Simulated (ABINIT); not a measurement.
# SnO2 (Cassiterite): G0W0 with ABINIT, start to end, part 2 of 2

Aim: the G0W0 gap of SnO2 (Cassiterite) on PBE, step by step.

ABINIT 10.8.3; PBE and many-body steps on it, plane waves. Known limits of the many-body steps: not at the basis limit; no spin-orbit coupling; coarse k mesh.

So far. Step 2 (Ground state): The gap is direct, at Γ. Step 3 (Empty states on the mesh, 4×4×4 mesh, 75 bands): On this mesh the gap is 1.284 eV.

## Step 4: Screening, 4×4×4 mesh, 69 bands, screening to 98 eV

The RPA dielectric matrix is built and inverted for each q.

This step: RPA screening on PBE, plane waves, norm-conserving pseudopotentials.

run.abi reads:

```
acell 3*1.0 Angstrom
rprim 
  4.738000000000 0.000000000000 0.000000000000
  0.000000000000 4.738000000000 0.000000000000
  0.000000000000 0.000000000000 3.186500000000
ntypat 2
znucl 50 8
natom 6
typat 1 1 2 2 2 2
xred 
  0.000000000000 0.000000000000 0.000000000000
  0.500000000000 0.500000000000 0.500000000000
  0.307100000000 0.307100000000 0.000000000000
  0.192900000000 0.807100000000 0.500000000000
  0.692900000000 0.692900000000 0.000000000000
  0.807100000000 0.192900000000 0.500000000000
pp_dirpath "pseudos"
pseudos "Sn.upf, O.upf"
ecut 42
ngkpt 4 4 4
nshiftk 1
shiftk 0 0 0
kptopt 1
chksymbreak 0
istwfk *1
occopt 1
irdwfk 1
optdriver 3
nband 69
ecuteps 3.6
inclvkb 2
awtr 1
symchi 1
indata_prefix "in"
outdata_prefix "out"
tmpdata_prefix "tmp"
```

On the command line:

```bash
$ OMP_NUM_THREADS=1 mpirun -n 4 abinit run.abi > log
```

Numbers of over 12 decimals in the logs are rounded to 6 here.

Output:

```text
.Version 10.8.3 of ABINIT. v10.8.2 released Aug 2026.

 Symmetries : space group P4_2/m n m (#136); Bravais tP (primitive tetrag.)
[... echo of the input left out ...]
== DATASET  1 ==================================================================
-   mpi_nproc: 4, omp_nthreads: 1 (-1 if OMP is not activated)

--- !DatasetInfo
iteration_state: {dtset: 1, }
dimensions: {natom: 6, nkpt: 18, mband: 69, nsppol: 1, nspinor: 1, nspden: 1, mpw: 6312, }
cutoff_energies: {ecut:  42.0, pawecutdg:  -1.0, }
electrons: {nelect:   6.80000000E+01, charge:   0.00000000E+00, occopt:   1.00000000E+00, tsmear:   1.00000000E-02, }

 SCREENING: Calculation of the susceptibility and dielectric matrices

 Based on a program developped by R.W. Godby, V. Olevano, G. Onida, and L. Reining.
 Incorporated in ABINIT by V. Olevano, G.-M. Rignanese, and M. Torrent.
.Using double precision arithmetic ; gwpc =  8

[... cell and pseudopotentials left out ...]
--------------------------------------------------------------------------------

 ==== K-mesh for the wavefunctions ====
 Number of points in the irreducible wedge :    18
[... list of points left out ...]
 Together with 16 symmetry operations and time-reversal symmetry
 yields    64 points in the full Brillouin Zone.

 ==== Q-mesh for the screening function ====
 Number of points in the irreducible wedge :    18
[... list of points left out ...]
 Together with 16 symmetry operations and time-reversal symmetry
 yields    64 points in the full Brillouin Zone.

 setmesh: FFT mesh size selected  =    36x   36x   24
          total number of points  =        31104

 vcoul_init : cutoff-mode = AUXILIARY_FUNCTION
 q-points for optical limit:   1
     1)      0.000010    0.000020    0.000030

- screening: taking advantage of time-reversal symmetry
- Maximum band index for partially occupied states nbvw = 34
- Remaining bands to be divided among processors   nbcw = 35
- Number of bands treated by each node ~8

 Number of electrons calculated from density =   68.0000; Expected =   68.0000
 average of density, n =  0.140867
 r_s =    1.1923
 omega_plasma =   36.2043 [eV]

 calculating chi0 at frequencies [eV] :
  1    0.000000E+00    0.000000E+00
  2    0.000000E+00    3.620427E+01

--------------------------------------------------------------------------------
  q-point number  1        q = ( 0.000000, 0.000000, 0.000000) [r.l.u.]
--------------------------------------------------------------------------------
[... chi0 elements left out ...]
 For q-point:  0.000010 0.000020 0.000030
  dielectric constant =   4.5045
  dielectric constant without local fields =   4.6997

  Average fulfillment of the sum rule on Im[epsilon] for q-point    1 :     24.38  [%]
[... wings left out ...]
  q-point number  2        q = ( 0.250000, 0.000000, 0.000000) [r.l.u.]
--------------------------------------------------------------------------------
[... chi0 elements left out ...]
  Average fulfillment of the sum rule on Im[epsilon] for q-point    2 :     37.01  [%]

 [... 16 further q-points ...]
```

Wall time 2.2 min (4 MPI ranks of Arm Neoverse V1, shared host); peak memory 2.2 GiB; 8.7 min of CPU time.

Numbers from this step:

```yaml
eps_infinity_with_local_fields_on_this_mesh_along_the_program_s_q_direction: 4.505
the_same_without_local_fields: 4.700
plasma_frequency: 36.20 eV
plane_waves_in_the_screening_matrix: 161
```

Local fields lower ε∞ by 4 %. On a Γ-centred mesh this coarse the value itself is usually too large, while a short band sum pulls it down.

## Step 5: Self-energy, 4×4×4 mesh, 69 bands, screening to 98 eV

The self-energy is evaluated for the states that the input lists, and the levels follow from it, in one-shot runs by the linearised quasiparticle equation.

This step: G0W0 on PBE, plane waves, norm-conserving pseudopotentials.

Edit run.abi of step 4 so:

```diff
@@ -27,8 +27,15 @@
 irdwfk 1
-optdriver 3
+optdriver 4
 nband 69
+gwcalctyp 0
+ecutsigx 42
+symsigma 1
+nkptgw 1
+kptgw 
+  0.0000000000 0.0000000000 0.0000000000
+bdgw 
+  32 36
 ecuteps 3.6
-inclvkb 2
-awtr 1
-symchi 1
+irdscr 1
+ppmodel 1
 indata_prefix "in"
```

Output:

```text
.Version 10.8.3 of ABINIT. v10.8.2 released Aug 2026.

 Symmetries : space group P4_2/m n m (#136); Bravais tP (primitive tetrag.)
[... echo of the input left out ...]
== DATASET  1 ==================================================================
-   mpi_nproc: 4, omp_nthreads: 1 (-1 if OMP is not activated)

--- !DatasetInfo
iteration_state: {dtset: 1, }
dimensions: {natom: 6, nkpt: 18, mband: 69, nsppol: 1, nspinor: 1, nspden: 1, mpw: 6312, }
cutoff_energies: {ecut:  42.0, pawecutdg:  -1.0, }
electrons: {nelect:   6.80000000E+01, charge:   0.00000000E+00, occopt:   1.00000000E+00, tsmear:   1.00000000E-02, }

 SIGMA: Calculation of the GW corrections

 Based on a program developped by R.W. Godby, V. Olevano, G. Onida, and L. Reining.
 Incorporated in ABINIT by V. Olevano, G.-M. Rignanese, and M. Torrent.
.Using double precision arithmetic ; gwpc =  8

[... cell and pseudopotentials left out ...]
--------------------------------------------------------------------------------

 ==== K-mesh for the wavefunctions ====
 Number of points in the irreducible wedge :    18
[... list of points left out ...]
 Together with 16 symmetry operations and time-reversal symmetry
 yields    64 points in the full Brillouin Zone.

 ==== Q-mesh for screening function ====
 Number of points in the irreducible wedge :    18
[... list of points left out ...]
 Together with 16 symmetry operations and time-reversal symmetry
 yields    64 points in the full Brillouin Zone.

 vcoul_init : cutoff-mode = AUXILIARY_FUNCTION
 q-points for optical limit:   1
     1)      0.000010    0.000020    0.000030
 setmesh: FFT mesh size selected  =    54x   54x   36
          total number of points  =       104976

 Number of electrons calculated from density =   68.0000; Expected =   68.0000
 average of density, n =  0.140867
 r_s =    1.1923
 omega_plasma =   36.2043 [eV]

 === KS Band Gaps ===
  >>>> For spin  1
   Minimum direct gap =   1.2836 [eV], located at k-point      :   0.0000  0.0000  0.0000
   Fundamental gap    =   1.2836 [eV], Top of valence bands at :   0.0000  0.0000  0.0000
                                       Bottom of conduction at :   0.0000  0.0000  0.0000
 SIGMA fundamental parameters:
 PLASMON POLE MODEL  1
 number of plane-waves for SigmaX                 6273
 number of plane-waves for SigmaC and W            161
 number of plane-waves for wavefunctions          6273
 number of bands                                    69
 number of independent spin polarizations            1
 number of spinorial components                      1
 number of k-points in IBZ                          18
 number of q-points in IBZ                          18
 number of symmetry operations                      16
 number of k-points in BZ                           64
 number of q-points in BZ                           64
 number of frequencies for dSigma/dE                 9
 frequency step for dSigma/dE [eV]                0.25
 number of omega for Sigma on real axis              0
 max omega for Sigma on real axis  [eV]           0.00
 zcut for avoiding poles [eV]                     0.10

 EPSILON^-1 parameters (SCR file):
 dimension of the eps^-1 matrix on file            161
 dimension of the eps^-1 matrix used               161
 number of plane-waves for wavefunctions          6273
 number of bands                                    69
 number of q-points in IBZ                          18
 number of frequencies                               2
 number of real frequencies                          1
 number of imag frequencies                          1

 matrix elements of self-energy operator (all in [eV])

 Perturbative Calculation

--- !SelfEnergy_ee
iteration_state: {dtset: 1, }
kpoint     : [   0.000,    0.000,    0.000, ]
spin       : 1
KS_gap     :    1.284
QP_gap     :    2.866
Delta_QP_KS:    1.583
data: !SigmaeeData |
     Band     E0 <VxcDFT>   SigX SigC(E0)      Z dSigC/dE  Sig(E)    E-E0       E
       32   6.013 -20.016 -25.535   5.366   0.787  -0.270 -20.136  -0.120   5.893
       33   6.013 -20.016 -25.535   5.366   0.787  -0.270 -20.136  -0.120   5.893
       34   6.777 -20.351 -26.231   5.697   0.786  -0.272 -20.494  -0.144   6.633
       35   8.061 -16.498 -12.586  -2.211   0.846  -0.182 -15.059   1.439   9.500
       36  12.920 -16.302 -10.641  -3.149   0.836  -0.196 -14.202   2.100  15.019

== END DATASET(S) ==============================================================
================================================================================

 -outvars: echo values of variables after computation  --------
           etotal      0.0000000000E+00
            nband          69
             nkpt          18
          spgroup         136
 [... the other variables as echoed above ...]

 Calculation completed.
```

The job ended after 7 s (4 MPI ranks; peak memory 1.7 GiB; 27 s of CPU time).

This step gave:

```
G0W0 gap on the points computed              : 2.867 eV
starting gap on the mesh                     : 1.284 eV
k of the valence top                         : 0, 0, 0
k of the conduction bottom                   : 0, 0, 0
Z at the valence top                         : 0.786
Z at the conduction bottom                   : 0.846
least direct G0W0 gap on the computed points : 2.867 eV
```

The gap on the mesh goes from 1.28 eV to 2.87 eV, a correction of +1.58 eV.

Limits: finite bands, cutoff and mesh; no spin-orbit coupling; coarse k mesh. v1 is the top filled band, c1 the lowest empty one. Levels before and after the correction, in eV, zero at the valence-band top of each column:

```csv
,conduction bottom,valence top
Kohn-Sham,1.28,0.00
G0W0,2.87,0.00
```

```csv
,level,energy (eV)
Kohn-Sham,Γ v3-v2,-0.764
Kohn-Sham,Γ v1,0.000
Kohn-Sham,Γ c1,1.284
Kohn-Sham,Γ c2,6.143
G0W0,Γ v3-v2,-0.740
G0W0,Γ v1,0.000
G0W0,Γ c1,2.867
G0W0,Γ c2,8.386
```

## Step 6: Where the time went

Times are wall times on 4 MPI ranks of Arm Neoverse V1, shared host. The host was busy with other work, so they are no guide to cost.

```
                    step     time  share  memory (GiB)
            ground state     74 s   27 %          0.41
empty states on the mesh     67 s   24 %          0.41
               screening  2.2 min   47 %           2.2
             self-energy      7 s    3 %           1.7
```

## Step 7: What came out

| Quantity | Value |
| --- | --- |
| PBE gap | 1.28 eV, direct |
| G0W0 gap on the mesh | 2.87 eV |
| GW settings | 4×4×4 mesh, 69 bands, screening to 98 eV, Godby-Needs plasmon pole |
| known limits | not at the basis limit; no spin-orbit coupling; coarse k mesh |

G0W0 moves the gap on the mesh from 1.28 eV to 2.87 eV (+1.58 eV), with Z of 0.79 and 0.85 at the edges. Local fields lower the RPA ε∞ on this mesh from 4.70 to 4.50; a Γ-centred mesh this coarse tends to raise both, most where the direct gap is narrow, while a short band sum lowers them. Only 1 of the mesh's irreducible points was corrected, so a valley elsewhere could overtake. The dearest step here is «screening». Against experiment, by G0W0@PBE: the gap of 2.87 eV lies −0.73 eV from the measured 3.6 eV (kind not stated, quoted 2022). The calculation has static nuclei and no excitons; a measured gap holds zero-point and thermal motion, which mostly lowers it. Against the values above the computed gap that would widen the miss. An edge that is forbidden or weak in absorption could explain it, and so could too strong a screening: the start's gap is only 1.28 eV, the mesh is coarse, and one shot does not repair that. Bands and cutoff are finite, so the gap is not at the basis limit. The miss can reach some tenths of an eV and take either sign; the mesh is an error of its own. In the G0W0 run levels were corrected at 1 k point alone, so a gap called «on the mesh» is the least over those, and an edge elsewhere would be missed. The 4×4×4 mesh is coarse for this cell, which bears on the long-range parts of exchange and screening. The many-body steps are scalar-relativistic: spin-orbit coupling is not in them.

[Paths, hosts, dates, memory and timing lines, banners, echoed tables and standing remarks are left out of the program output.]

[Logs are printed without paths, hosts, clocks, repeated set-up lines and the standing remarks that a program may print on its own settings, such as how far it seeks lower states.]

[Runs of the session that timed out or met a known fault of the program may be left out.]

[Hosts, paths, dates, database ids (printed as entryN), source tags and the programs' standing remarks are cut or masked in the printed files.]

[G0W0 gaps are taken among the corrected bands and points alone; a level outside them can change the order at an edge.]

[Where Ansatz stands beside ABINIT at settings called matched, ABINIT's density can come from a denser mesh and the files from another edition; pairs whose starting gaps differed by over 0.03 eV were left out, so agreement reads better than it is.]
